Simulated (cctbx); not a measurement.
## Reading a Patterson map

Space group P6_3 (no. 173), a = 10.0630 Å, b = 10.0630 Å, c = 6.4660 Å, α = 90.00°, β = 90.00°, γ = 120.00°, content Ce6 Mo2 Se14 Cu2.

The data are simulated with cctbx, not measured: Mo Kα, λ = 0.71073 Å, to d = 0.65 Å, 80 % of the full sphere, strongest reflection 20000 counts, noise from counting, a 3 % proportional error and a noise floor of 8 counts (s.d.); no absorption, some extinction.

Patterson synthesis from sharpened amplitudes, origin scaled to 1000:

```text
Patterson group P 6/m
      u       v       w   height  length (A)
  0.000   0.000   0.000   1000.0     0.00
  0.047   0.477   0.000    164.9     4.58
  0.159   0.365   0.500    155.4     4.54
  0.121   0.271   0.500     89.7     4.01
  0.268   0.585   0.500     79.6     6.82
  0.000   0.500   0.432     71.6     5.75
  0.078   0.566   0.500     70.4     5.79
  0.000   0.000   0.371     66.9     2.40
  0.110   0.784   0.072     58.9     2.92
  0.333   0.667   0.500     58.6     6.65
  0.036   0.543   0.082     56.0     4.82
  0.042   0.539   0.316     54.1     5.27
  0.120   0.837   0.433     53.8     3.73
  0.114   0.829   0.198     53.4     2.81
```

Q: Assign the vectors.

A peak at u stands for all pairs with xi − xj = u, with weight Σ ZiZj against Σ Z² = 41578 at the origin. Peak heights follow these weights only roughly, since form factors, motion and series ripples differ, all vectors within 0.55 Å of a peak are counted as merged into it though the farther ones add only part of their weight, and F(000) is left out, which lowers the whole map:

| u | v | w | shortest length (Å) | height | 1000 ΣZiZj/ΣZ² | pairs in the cell |
| --- | --- | --- | --- | --- | --- | --- |
| 0.047 | 0.477 | 0.000 | 4.58 | 165 | 162 | 2 × Ce–Ce |
| 0.159 | 0.365 | 0.500 | 4.54 | 155 | 162 | 2 × Ce–Ce |
| 0.121 | 0.271 | 0.500 | 4.01 | 90 | 103 | 2 × Se–Se, 2 × Se–Cu |
| 0.268 | 0.585 | 0.500 | 6.04 | 80 | 109 | 1 × Ce–Ce, 1 × Se–Se |
| 0.000 | 0.500 | 0.432 | 5.75 | 72 | 95 | 2 × Ce–Se |
| 0.078 | 0.566 | 0.500 | 5.79 | 70 | 150 | 2 × Ce–Se, 2 × Se–Se |
| 0.000 | 0.000 | 0.371 | 2.40 | 67 | 69 | 2 × Mo–Se |
| 0.110 | 0.784 | 0.072 | 2.93 | 59 | 47 | 1 × Ce–Se |
| 0.333 | 0.667 | 0.500 | 6.64 | 59 | 70 | 1 × Mo–Mo, 1 × Se–Se |
| 0.036 | 0.543 | 0.082 | 4.82 | 56 | 59 | 1 × Ce–Mo |

The table stops at ten peaks or at a height of 45, below which ripples compete. In the model behind the data Ce, the heaviest element, has 1 independent site: (0.7953, 0.1597, 0.6035), up to an allowed shift of origin; the Ce–Ce vectors are differences of these positions and their symmetry mates. The whole model:

```csv
atom,mult.,x,y,z,Ueq (Å²)
Ce1,6,0.7953,0.1597,0.6035,0.0045
Mo1,2,2/3,1/3,0.1763,0.0068
Se1,2,2/3,1/3,0.7874,0.0053
Se2,6,0.4376,0.5161,0.8622,0.0034
Se3,6,0.1241,0.2751,0.5284,0.0057
Cu1,2,0,0,0.5111,0.0044
```

The model is made up (kin elements in a known structure type, no relaxation), so it says nothing on whether the phase exists.

[Logs are printed without paths, hosts, clocks, repeated set-up lines and the standing remarks that a program may print on its own settings, such as how far it seeks lower states.]
